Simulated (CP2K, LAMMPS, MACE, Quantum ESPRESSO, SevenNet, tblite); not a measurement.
# Site energies of Si in place of C in amorphous carbon (100 atoms) across programs

Aim: compare the energies of Si in place of C at unlike sites of amorphous carbon (100 atoms), with plane waves as the reference.

The results are calculated values.

**1. The cell**

The cell holds 100 atoms (100 C), with edges of 10.47, 10.47 and 10.47 Å. Recipe: 100 atoms (100 C) placed at random at 1.74 g/cm³, melted at 5500 K for 10 ps at fixed volume with the LCBOP (Los and Fasolino, Phys. Rev. B 68, 024107 (2003)). Quenched from 5500 K to 300 K at 100 K/ps and fixed volume, held 5 ps. Then the atoms were relaxed with MACE MPA-0 medium in the fixed cell.

**2. The reference input**

Quantum ESPRESSO 7.5: Kohn-Sham DFT, PBE, SSSP efficiency 1.3.0 pseudopotentials, plane waves. Its input, pw.in, for the unchanged cell:

```
&control
  calculation = 'scf'
  pseudo_dir = './pseudo'
  outdir = './tmp'
  disk_io = 'none'
  tprnfor = .true.
  tstress = .true.
/
&system
  ibrav = 0
  nat = 100
  ntyp = 1
  ecutwfc = 45
  ecutrho = 360
  nosym = .true.
  occupations = 'smearing'
  smearing = 'fd'
  degauss = 0.003675
/
&electrons
  conv_thr = 5.0e-07
  electron_maxstep = 100
  mixing_beta = 0.2
  mixing_mode = 'local-TF'
  diagonalization = 'david'
/
ATOMIC_SPECIES
C 12.011 C.upf
CELL_PARAMETERS angstrom
10.46950 0.00000 0.00000
0.00000 10.46950 0.00000
0.00000 0.00000 10.46950
ATOMIC_POSITIONS crystal
C 0.81671 0.61668 0.45364
C 0.69722 0.10305 0.34887
C 0.13557 0.76476 0.37874
C 0.30017 0.50970 0.86212
[... 94 atom lines left out ...]
C 0.98236 0.97588 0.06884
C 0.59021 0.67931 0.06381
K_POINTS gamma
```

```console
$ OMP_NUM_THREADS=1 mpirun -np 2 pw.x -in pw.in > output.txt
```

Wall time 3.2 min (2 MPI ranks of Arm Neoverse V1, shared host); peak memory 2.8 GiB; 6.3 min of CPU time.

It converged with an r.m.s. force component of 0.68 eV/Å and a pressure of -9.8 GPa.

**3. Programs and settings**

The levels share the cells and solve them as single points, though not every level runs every cell. CPU time is summed over a level's finished runs, on a host shared with the other runs, so it is rough; the force column is the median over cells of the r.m.s. difference of force components from the reference.

| level | basis or training data | k-points | runs finished | CPU time | peak memory (GiB) | force difference (meV/Å) |
| --- | --- | --- | --- | --- | --- | --- |
| QE, PBE | plane waves, SSSP efficiency, 45/360 Ry | Γ | 4 of 4 | 29 min | 2.9 | reference |
| CP2K double zeta, PBE | DZVP-UZH, GTH-PBE potentials, 450 Ry | Γ | 3 of 3 | 25 min | 3.1 | 45 |
| tblite GFN1-xTB | tight binding with its own dispersion term | Γ | 3 of 3 | 10 s | 0.13 | 308 |
| MACE MPA-0 medium | trained on PBE(+U) plane-wave data | - | 4 of 4 | 32 s | 1.3 | 680 |
| SevenNet 0 | trained on PBE(+U) plane-wave data | - | 4 of 4 | 32 s | 1.2 | 593 |

The reference's own r.m.s. force component runs from 663 to 698 meV/Å over these cells. MACE MPA-0 medium relaxed the atoms, so in the cells that it relaxed its own forces are small, and its entry isn't an independent test there.

**4. The sites**

Each changed cell was relaxed with MACE MPA-0 medium before the single points. Neighbours are the site's nearest atoms before the change.

```
site  nearest atoms  their mean distance (Å)  atoms within 6 Å  largest move on relaxing (Å)  longest force left in the reference (eV/Å)
 C89             C4                     1.60                85                          0.32                                        2.72
 C94             C3                     1.49                78                          0.42                                        2.31
 C40             C2                     1.36                77                          0.75                                        2.90
```

**5. Site energies**

All changed cells hold the same atoms, so within one level their energies compare with no chemical potential. Energies in eV, less that of C89, the reference's cheapest site; the last column is the largest deviation from the reference once each row's mean is taken off.

```
                level   C89   C94   C40  cheapest  largest deviation
              QE, PBE  0.00  0.43  1.46       C89                  -
CP2K double zeta, PBE  0.00  0.46  1.45       C89               0.03
      tblite GFN1-xTB  0.00  0.18  1.42       C89               0.15
    MACE MPA-0 medium  0.00  0.97  0.88       C89               0.57
           SevenNet 0  0.00  1.27  1.26       C89               0.63
```

**6. What came out**

In the reference the cheapest site is C89 (C4) and the dearest C40 (C2), 1.5 eV higher. All 4 other levels pick the same cheapest site, and 2 give the whole order. CP2K double zeta, PBE follows the reference most closely (0.03 eV at worst) and SevenNet 0 least (0.63 eV).

The other programs at PBE deviate by 0.03 eV at most, the learned potentials by 0.57 to 0.63 eV.

Caveats: The geometries are those of MACE MPA-0 medium; forces of up to 2.9 eV/Å remain in the reference, so relaxing in DFT would lower the energies, by amounts that can differ from site to site and can change the order. For MACE MPA-0 medium alone these are relaxed energies. Defects interact with their periodic images. Only 3 of the 100 C sites are compared. Learned potentials don't solve for electrons, so the charge or spin state of a defect can't be set in them. The quench rate of 100 K/ps is many orders above laboratory rates, so the cell is likely richer in defects and strain than a real sample. The reference samples only Γ, in a cell whose shortest periodic width is 10 Å. The reference isn't exact: its cutoffs and mesh weren't converged further here. Where levels are smeared, the DFT runs use Fermi–Dirac occupations at 580 K (0.05 eV), and energies are free energies.

[Logs are printed without paths, hosts, clocks, repeated set-up lines and the standing remarks that a program may print on its own settings, such as how far it seeks lower states.]

[Hosts, paths, dates, database ids (printed as entryN), source tags and the programs' standing remarks are cut or masked in the printed files.]
